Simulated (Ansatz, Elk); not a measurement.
## ZnSi3Pt: X-ray structure factors from the self-consistent density

The structure of ZnSi3Pt used here is made up (a known structure type with other elements) and was relaxed beforehand with r2SCAN. The aim is the Fourier transform of its all-electron density, F(hkl), set beside the sum over free spherical atoms that refinements use.

Program: Elk 11.2.3 (patched build). Level of theory: DFT, PBE, all-electron APW+lo, Dirac cores, scalar-relativistic bands, static density, no spin. Results are calculated unless marked as measured.

The structure was built from a prototype and need not be the compound's stable phase.

**1. The structure**

The structure is tetragonal, space group I4mm (No. 107). Conventional cell: a = 3.855 Å, b = 3.855 Å, c = 10.750 Å, α = 90.00°, β = 90.00°, γ = 90.00°. Pt has 5 Si at 2.36 to 2.44 Å and 4 Zn at 2.88 Å nearest. Nearest to Zn lie 4 Pt at 2.88 Å. Nearest to Si lie 2 Pt at 2.44 Å and 6 Si at 2.45 to 2.73 Å. Nearest to Si lie 1 Pt at 2.36 Å and 4 Si at 2.45 Å. Farther neighbours are not listed.

**2. Ground state and structure factors**

An all-electron density is needed, since X-rays see the cores too. Task 0 finds the density and task 195 Fourier-transforms it; tshift is off so that phases refer to the origin typed.

elk.in

```
tasks
  0
  195

xctype
  20

spinpol
  .false.

rgkmax
  7.0

gmaxvr
  14.0

lmaxo
  7

lmaxapw
  8

swidth
  0.002

tshift
  .false.

ramdisk
  .false.

hmaxvr
  5.5

maxscl
  120

epspot
  1e-06

sppath
  './'

avec
  -3.64205460947 3.64205460947 10.15720516549
  3.64205460947 -3.64205460947 10.15720516549
  3.64205460947 3.64205460947 -10.15720516549

atoms
  3
  'Pt.in'
  1
  0.6213371755 0.6213371755 0.0000000000   0.000000 0.000000 0.000000
  'Zn.in'
  1
  0.0358456349 0.0358456349 0.0000000000   0.000000 0.000000 0.000000
  'Si.in'
  3
  0.2610508454 0.7610508454 0.5000000000   0.000000 0.000000 0.000000
  0.7610508454 0.2610508454 0.5000000000   0.000000 0.000000 0.000000
  0.4014154988 0.4014154988 -0.0000000000   0.000000 0.000000 0.000000

ngridk
  8 8 8
```

The run is started by

```
OMP_NUM_THREADS=4 elk
```

Numbers of over 12 decimals in the logs are rounded to 6 here.

Output:

```text
┌─────────────────────────┐
│ Elk code version 11.2.3 │
└─────────────────────────┘

All units are atomic (Hartree, Bohr, etc.)

┌─────────────────────────────────────────────────┐
│ Ground-state run starting from atomic densities │
└─────────────────────────────────────────────────┘

Lattice vectors :
  -3.642054609       3.642054609       10.15720517
   3.642054609      -3.642054609       10.15720517
   3.642054609       3.642054609      -10.15720517

Reciprocal lattice vectors :
  0.1312217386E-16  0.8625880143      0.3092969574
  0.8625880143      0.1312217386E-16  0.3092969574
  0.8625880143      0.8625880143     -0.8790912655E-17

Unit cell volume      :    538.9235017
Brillouin zone volume :   0.4602698021

Muffin-tin inner radius fraction :   0.1000000000E-01

Nuclei treated as point charges

Species : 1 (Pt)
 parameters loaded from : Pt.in
 name : platinum
 nuclear charge    :   -78.00000000
 electronic charge :    78.00000000
 atomic mass :    355605.4401
 muffin-tin radius :    2.473844341
 number of radial points in muffin-tin :   1393
 inner part over the whole radius :   0.9947163741E-02
 number on inner part of muffin-tin    :    997
 approximate nuclear radius :   0.1029052813E-03
 number of mesh points to nuclear radius :    527
 atomic positions (lattice), magnetic fields (Cartesian) :
  1 :   0.62133718  0.62133718  0.00000000    0.00000000  0.00000000  0.00000000

Species : 2 (Zn)
 parameters loaded from : Zn.in
 name : zinc
 nuclear charge    :   -30.00000000
 electronic charge :    30.00000000
 atomic mass :    119233.3130
 muffin-tin radius :    2.400000000
 number of radial points in muffin-tin :    993
 inner part over the whole radius :   0.9843840322E-02
 number on inner part of muffin-tin    :    701
 approximate nuclear radius :   0.7484757725E-04
 number of mesh points to nuclear radius :    337
 atomic positions (lattice), magnetic fields (Cartesian) :
  1 :   0.03584563  0.03584563  0.00000000    0.00000000  0.00000000  0.00000000

Species : 3 (Si)
 parameters loaded from : Si.in
 name : silicon
 nuclear charge    :   -14.00000000
 electronic charge :    14.00000000
 atomic mass :    51196.73458
 muffin-tin radius :    1.943734840
 number of radial points in muffin-tin :    793
 inner part over the whole radius :   0.9893509954E-02
 number on inner part of muffin-tin    :    551
 approximate nuclear radius :   0.5963282101E-04
 number of mesh points to nuclear radius :    248
 atomic positions (lattice), magnetic fields (Cartesian) :
  1 :   0.26105085  0.76105085  0.50000000    0.00000000  0.00000000  0.00000000
  2 :   0.76105085  0.26105085  0.50000000    0.00000000  0.00000000  0.00000000
  3 :   0.40141550  0.40141550  0.00000000    0.00000000  0.00000000  0.00000000

Total number of atoms per unit cell :    5
Total muffin-tin volume :    213.6056730
 ratio of muffin-tin to unit cell volume :   0.3963562033

Spin treatment :
 spin-unpolarised

Number of Bravais lattice symmetries :   16
Number of crystal symmetries         :    8
Crystal has no inversion symmetry
Complex Hermitian eigensolver will be used

k-point grid :      8     8     8
k-point offset :    0.000000000       0.000000000       0.000000000
k-point set is reduced with full crystal symmetry group
Total number of k-points :      100

Muffin-tin radius times maximum |G+k| :    7.000000000
 using average radius
Maximum |G+k| for APW functions       :    3.269485311
Maximum (1/2)|G+k|²                   :    5.344767098
Maximum |G| for potential and density :    14.00000000
Constant for pseudocharge density :    9
 order of it for each species :   16  16  16
 order of it for pair densities of each species (exact exchange by exxq0 0: 17) :   13  12   7
Radial integration step length :    1

G-vector grid sizes :     54    54    54
Number of G-vectors :    24993

Maximum angular momentum used for
 APW functions            :    8
 outer part of muffin-tin :    7
 inner part of muffin-tin :    2

Total nuclear charge    :   -150.0000000
[...]
electron entropic           :    -0.63893331498878E-03
 total energy                :     -21114.682970602

Density of states at Fermi energy :    48.61825451
 (states/Hartree/unit cell)

Estimated indirect band gap :   0.1135251127E-02
 from k-point 33 to k-point 73
Estimated direct band gap   :   0.1108365074E-01
 at k-point 33

Charges :
 core                        :    90.00000000
 valence                     :    60.00000000
 interstitial                :    10.35265282
 muffin-tins (core leakage)
  species : 1 (Pt)
   atom 1                    :    75.88057656     (  0.9653865194E-03)
  species : 2 (Zn)
[...]
species : 3 (Si)
[...]
total in muffin-tins        :    139.6473472
 total calculated charge     :    149.9835162
 total charge                :    150.0000000
 error                       :   0.1648378627E-01

RMS change in Kohn-Sham potential (target) :   0.4669684071     (  0.1000000000E-05)
Absolute change in total energy (target)   :   0.7430303512     (  0.1000000000E-03)

[... loops 3 to 16 left out ...]

┌──────────────────┐
│ Loop number : 17 │
└──────────────────┘

Energies :
 Fermi                       :     0.322823
 sum of occupied eigenvalues :     -12835.660924023
 electron kinetic            :      23811.553324219
 core electron kinetic       :      22758.108018038
 Coulomb                     :     -44432.808986019
 Coulomb potential           :     -36005.431611965
 nuclear-nuclear             :     -1723.5677034154
 electron-nuclear            :     -49445.686641891
 Hartree                     :      6736.4453592872
 Madelung                    :     -26430.093180037
 xc potential                :     -641.78263627704
 exchange                    :     -483.74797295216
 correlation                 :     -7.945206
 electron entropic           :    -0.60449629094043E-03
 total energy                :     -21112.949445601

Density of states at Fermi energy :    47.26325229
 (states/Hartree/unit cell)

Estimated indirect band gap :   0.8582224007E-03
 from k-point 38 to k-point 20
Estimated direct band gap   :   0.1453306656E-01
 at k-point 1

Charges :
 core                        :    90.00000000
 valence                     :    60.00000000
 interstitial                :    9.798194103
 muffin-tins (core leakage)
  species : 1 (Pt)
[...]
species : 2 (Zn)
[...]
species : 3 (Si)
[...]
total in muffin-tins        :    140.2018059
 total calculated charge     :    149.9840924
 total charge                :    150.0000000
 error                       :   0.1590762319E-01

RMS change in Kohn-Sham potential (target) :   0.1214175184E-06 (  0.1000000000E-05)
Absolute change in total energy (target)   :   0.4503043601E-04 (  0.1000000000E-03)

Convergence targets achieved

┌──────────────────┐
│ Loop number : 18 │
└──────────────────┘

Energies :
 Fermi                       :     0.322823
 sum of occupied eigenvalues :     -12835.660911114
 electron kinetic            :      23811.553331451
 core electron kinetic       :      22758.108022100
 Coulomb                     :     -44432.808986458
 Coulomb potential           :     -36005.431611837
 nuclear-nuclear             :     -1723.5677034154
 electron-nuclear            :     -49445.686642637
 Hartree                     :      6736.4453595944
 Madelung                    :     -26430.093180539
 xc potential                :     -641.78263072865
 exchange                    :     -483.74797291776
 correlation                 :     -7.945206
 electron entropic           :    -0.60449636070787E-03
 total energy                :     -21112.949438769

Density of states at Fermi energy :    47.26326021
 (states/Hartree/unit cell)

Estimated indirect band gap :   0.8582236357E-03
 from k-point 38 to k-point 20
Estimated direct band gap   :   0.1453306887E-01
 at k-point 1

Charges :
 core                        :    90.00000000
 valence                     :    60.00000000
 interstitial                :    9.798194005
 muffin-tins (core leakage)
  species : 1 (Pt)
[...]
species : 2 (Zn)
[...]
species : 3 (Si)
   atom 1                    :    11.59549207     (  0.4882029790E-02)
   atom 2                    :    11.59549207     (  0.4882029790E-02)
   atom 3                    :    11.60343602     (  0.4893964353E-02)
 total in muffin-tins        :    140.2018060
 total calculated charge     :    149.9840924
 total charge                :    150.0000000
 error                       :   0.1590762318E-01

┌──────────────────────────────┐
│ Self-consistent loop stopped │
└──────────────────────────────┘

Warning : core states of species 1 leak from the muffin-tin :   0.8737675084E-03

Warning : core states of species 3 leak from the muffin-tin :   0.4893964353E-02

Wrote STATE.OUT
```

Run time: 92 s. Hardware: 4 threads of Arm Neoverse V2, shared host; peak memory 0.24 GiB; 5.5 min of CPU time.

SFACRHO.OUT:

```text

h k l indices transformed by vhmat matrix:
   1.000000000       0.000000000       0.000000000    
   0.000000000       1.000000000       0.000000000    
   0.000000000       0.000000000       1.000000000    

      h      k      l  multipl.   |H|            Re(F)            Im(F)           |F|

      0      0      0      1   0.0000000       150.00000      0.36751321E-16   150.00000    
     -1     -1      1      1  0.61859391       8.1794417      -71.473064       71.939572    
      1      1     -1      1  0.61859391       8.1794417       71.473064       71.939572    
      0     -1      0      4  0.91636384      -34.823376       36.746527       50.625832    
      1      0      0      4  0.91636384      -34.823376      -36.746527       50.625832    
      1     -1      0      4   1.2198837       82.095022      0.51263828E-15   82.095022    
      2      2     -2      1   1.2371878      -40.385391       24.941469       47.466374    
     -2     -2      2      1   1.2371878      -40.385391      -24.941469       47.466374    
      2      1     -2      4   1.2669016       65.924595      -25.598431       70.720095    
     -1     -2      1      4   1.2669016       65.924595       25.598431       70.720095    
      0     -2      1      4   1.3677626       46.613645      -69.566902       83.739989    
      1      1      0      4   1.3677626       46.613645       69.566902       83.739989    
     -1      1      1      4   1.7251760       109.33465     -0.18436239E-13   109.33465    
      2      2     -3      4   1.7374550      -70.751054       12.694710       71.880925    
     -2     -2      3      4   1.7374550      -70.751054      -12.694710       71.880925    
     -2     -3      2      4   1.7707832       65.410104      -57.772660       87.270625    
      3      2     -3      4   1.7707832       65.410104       57.772660       87.270625    
      2      0     -2      4   1.8327277       8.1135390       59.021040       59.576108
```

Elk indexes on the primitive cell of elk.in and gives |H| = 4π sin θ/λ in inverse bohr. Below, one row stands for each form hkl of the conventional cell (m members, Friedel mates merged), F is for one primitive cell and the density is static (no thermal factor). Free-atom factors are Waasmaier and Kirfel's, and R is Σm||F|−|F'||/Σm|F|.

| hkl | m | sin θ/λ (Å⁻¹) | abs F, DFT | neutral atoms | diff. | abs of complex diff. |
| --- | --- | --- | --- | --- | --- | --- |
| 002 | 2 | 0.093 | 71.940 | 72.192 | -0.252 | 0.309 |
| 101 | 8 | 0.138 | 50.626 | 50.638 | -0.012 | 0.187 |
| 110 | 4 | 0.183 | 82.095 | 82.503 | -0.408 | 0.408 |
| 004 | 2 | 0.186 | 47.466 | 47.516 | -0.050 | 0.053 |
| 103 | 8 | 0.191 | 70.720 | 70.866 | -0.146 | 0.160 |
| 112 | 8 | 0.206 | 83.740 | 84.052 | -0.312 | 0.312 |
| 200 | 4 | 0.259 | 109.335 | 109.950 | -0.615 | 0.615 |
| 114 | 8 | 0.261 | 71.881 | 72.241 | -0.360 | 0.367 |
| 105 | 8 | 0.266 | 87.271 | 87.885 | -0.614 | 0.620 |
| 202 | 8 | 0.276 | 59.576 | 59.864 | -0.288 | 0.291 |
| 006 | 2 | 0.279 | 48.239 | 48.559 | -0.319 | 0.472 |
| 211 | 16 | 0.294 | 42.611 | 42.699 | -0.088 | 0.088 |
| 204 | 8 | 0.319 | 40.843 | 40.909 | -0.066 | 0.102 |
| 213 | 16 | 0.322 | 59.539 | 59.861 | -0.321 | 0.362 |
| 116 | 8 | 0.334 | 26.384 | 26.304 | +0.080 | 0.092 |
| 107 | 8 | 0.350 | 63.788 | 63.786 | +0.002 | 0.018 |
| 220 | 4 | 0.367 | 94.923 | 95.065 | -0.142 | 0.142 |
| 215 | 16 | 0.372 | 76.317 | 76.286 | +0.031 | 0.048 |

**3. The highest occupied states alone**

An energy window below the Fermi level keeps the highest occupied states, to see at which angles they scatter; shallow core shells can lie inside it and anion s states outside. No new self-consistency is needed.

elk.in: that of step 2 with these lines changed.

```diff
@@ -1,3 +1,2 @@
 tasks
-  0
   195
@@ -40,2 +39,5 @@
 
+wsfac
+  -0.118170 0.622820
+
 sppath
```

The run is started by

```
OMP_NUM_THREADS=4 elk
```

Output:

```text
┌─────────────────────────────────┐
│ Elk code version 11.2.3 started │
└─────────────────────────────────┘

Info(readinput): the functional depends on the density's gradient
 muffin-tin radial points multiplied by    2.00000
 (not where nrmtscf is given)

┌────────────────────┐
│ Current task : 195 │
└────────────────────┘
Info(checkmt): changed muffin-tin radius of species 1 (Pt) from   2.8000 to   2.4738
Info(checkmt): changed muffin-tin radius of species 3 (Si) from   2.2000 to   1.9437

Info(sfacrho): density structure factors written to SFACRHO.OUT

 Energy window :  -0.1181700000      0.6228200000

┌──────────────────┐
│ Elk code stopped │
└──────────────────┘
```

Run time: 10 s. Hardware: 4 threads; peak memory 0.17 GiB.

States within 12 eV below the Fermi level hold 33.20 electrons; any levels below the window count with the cores, and a count that is not whole means the window cuts a band. Their amplitudes can exceed the total, where window and core parts have opposite phase:

| hkl | sin θ/λ (Å⁻¹) | abs F, window | abs F, all |
| --- | --- | --- | --- |
| 002 | 0.093 | 10.928 | 71.940 |
| 101 | 0.138 | 3.610 | 50.626 |
| 110 | 0.183 | 11.085 | 82.095 |
| 004 | 0.186 | 6.732 | 47.466 |
| 103 | 0.191 | 9.118 | 70.720 |
| 112 | 0.206 | 9.852 | 83.740 |
| 200 | 0.259 | 7.807 | 109.335 |
| 114 | 0.261 | 5.442 | 71.881 |
| 105 | 0.266 | 7.303 | 87.271 |
| 202 | 0.276 | 6.722 | 59.576 |

**4. Another functional**

The difference from free atoms is small, so it is set against the change that LDA (Perdew-Wang) makes.

elk.in: that of step 3 with these lines changed.

```diff
@@ -1,2 +1,3 @@
 tasks
+  0
   195
@@ -4,3 +5,3 @@
 xctype
-  20
+  3
 
@@ -39,5 +40,2 @@
 
-wsfac
-  -0.118170 0.622820
-
 sppath
```

The run is started by

```
OMP_NUM_THREADS=4 elk
```

Output:

```text
┌─────────────────────────┐
│ Elk code version 11.2.3 │
└─────────────────────────┘

All units are atomic (Hartree, Bohr, etc.)

┌─────────────────────────────────────────────────┐
│ Ground-state run starting from atomic densities │
└─────────────────────────────────────────────────┘

Lattice vectors :
  -3.642054609       3.642054609       10.15720517
   3.642054609      -3.642054609       10.15720517
   3.642054609       3.642054609      -10.15720517

Reciprocal lattice vectors :
  0.1312217386E-16  0.8625880143      0.3092969574
[...]
species : 3 (Si)
[...]
atom 2                    :    11.61151451     (  0.5003076863E-02)
   atom 3                    :    11.61828519     (  0.5012221531E-02)
 total in muffin-tins        :    140.2869636
 total calculated charge     :    149.9837169
 total charge                :    150.0000000
 error                       :   0.1628309397E-01

┌──────────────────────────────┐
│ Self-consistent loop stopped │
└──────────────────────────────┘

Warning : core states of species 1 leak from the muffin-tin :   0.8668944413E-03

Warning : core states of species 3 leak from the muffin-tin :   0.5012221531E-02

Wrote STATE.OUT
[key lines of the parts left out:]
total energy                :     -21097.019379719
```

The job ended after 62 s (4 threads; peak memory 0.19 GiB; 3.8 min of CPU time).

Against the first run R = 0.03 %; the largest change is -0.050 at 220.

**5. A coarser k-mesh**

About half the k-points along each axis test the sampling.

elk.in: that of step 4 with these lines changed.

```diff
@@ -5,3 +5,3 @@
 xctype
-  3
+  20
 
@@ -63,2 +63,2 @@
 ngridk
-  8 8 8
+  4 4 4
```

The run is started by

```
OMP_NUM_THREADS=4 elk
```

Output:

```text
┌─────────────────────────┐
│ Elk code version 11.2.3 │
└─────────────────────────┘

All units are atomic (Hartree, Bohr, etc.)

┌─────────────────────────────────────────────────┐
│ Ground-state run starting from atomic densities │
└─────────────────────────────────────────────────┘

Lattice vectors :
  -3.642054609       3.642054609       10.15720517
   3.642054609      -3.642054609       10.15720517
   3.642054609       3.642054609      -10.15720517

Reciprocal lattice vectors :
  0.1312217386E-16  0.8625880143      0.3092969574
[...]
species : 3 (Si)
[...]
atom 2                    :    11.60179918     (  0.4889761169E-02)
   atom 3                    :    11.60908027     (  0.4900196597E-02)
 total in muffin-tins        :    140.2056686
 total calculated charge     :    149.9840891
 total charge                :    150.0000000
 error                       :   0.1591085889E-01

┌──────────────────────────────┐
│ Self-consistent loop stopped │
└──────────────────────────────┘

Warning : core states of species 1 leak from the muffin-tin :   0.8740125598E-03

Warning : core states of species 3 leak from the muffin-tin :   0.4900196597E-02

Wrote STATE.OUT
[key lines of the parts left out:]
total energy                :     -21112.953653936
```

Wall time 28 s (4 threads); peak memory 0.22 GiB.

Against the first run R = 0.01 %; the largest change is +0.044 at 200.

**6. Settings against the effect**

| run | R against the first run (%) | R against neutral atoms, low angle (%) | wall time |
| --- | --- | --- | --- |
| PBE, rgkmax 7 | 0.00 | 0.40 | 92 s |
| LDA (Perdew-Wang) | 0.03 | 0.39 | 62 s |
| k-mesh 4×4×4 | 0.01 | 0.40 | 28 s |

**7. Results**

* R against neutral atoms, sin θ/λ < 0.3 Å⁻¹: 0.40 %
* R against neutral atoms, 0.3 to 0.83 Å⁻¹: 0.17 %

What this shows: Independent neutral atoms miss the calculated amplitudes by R = 0.40 % below 0.3 Å⁻¹ and 0.17 % from there to 0.83 Å⁻¹; by shells, 0.11 % below 0.15 Å⁻¹ (2 forms), 0.43 % 0.15 to 0.3 (10 forms), 0.14 % 0.3 to 0.45 (17 forms), 0.17 % above 0.45 (114 forms). Bonding, aspherical density and the tables' own atoms all enter these figures, and the runs don't part them. The largest change of an amplitude is -0.62 electrons, at 200. R counts amplitudes alone; phases shift too. The window's part falls from 33.2 electrons at the origin to at most 3.22 between 0.45 and 0.83 Å⁻¹, where compact states inside the window still scatter. Below 0.3 Å⁻¹ the changes that finished (LDA (Perdew-Wang) and k-mesh 4×4×4) move F by R = 0.02 % at most, against the 0.40 % that separates it from free atoms. The basis has no finished test. Spin-orbit coupling is left out, which can matter for elements this heavy. Part of the difference isn't bonding: the tables are fits to free atoms and ions calculated by other methods than this functional. Thermal motion, anomalous dispersion and extinction are left out.

[Logs are printed without paths, hosts, clocks, repeated set-up lines and the standing remarks that a program may print on its own settings, such as how far it seeks lower states.]

[Hosts, paths, dates, database ids (printed as entryN), source tags and the programs' standing remarks are cut or masked in the printed files.]
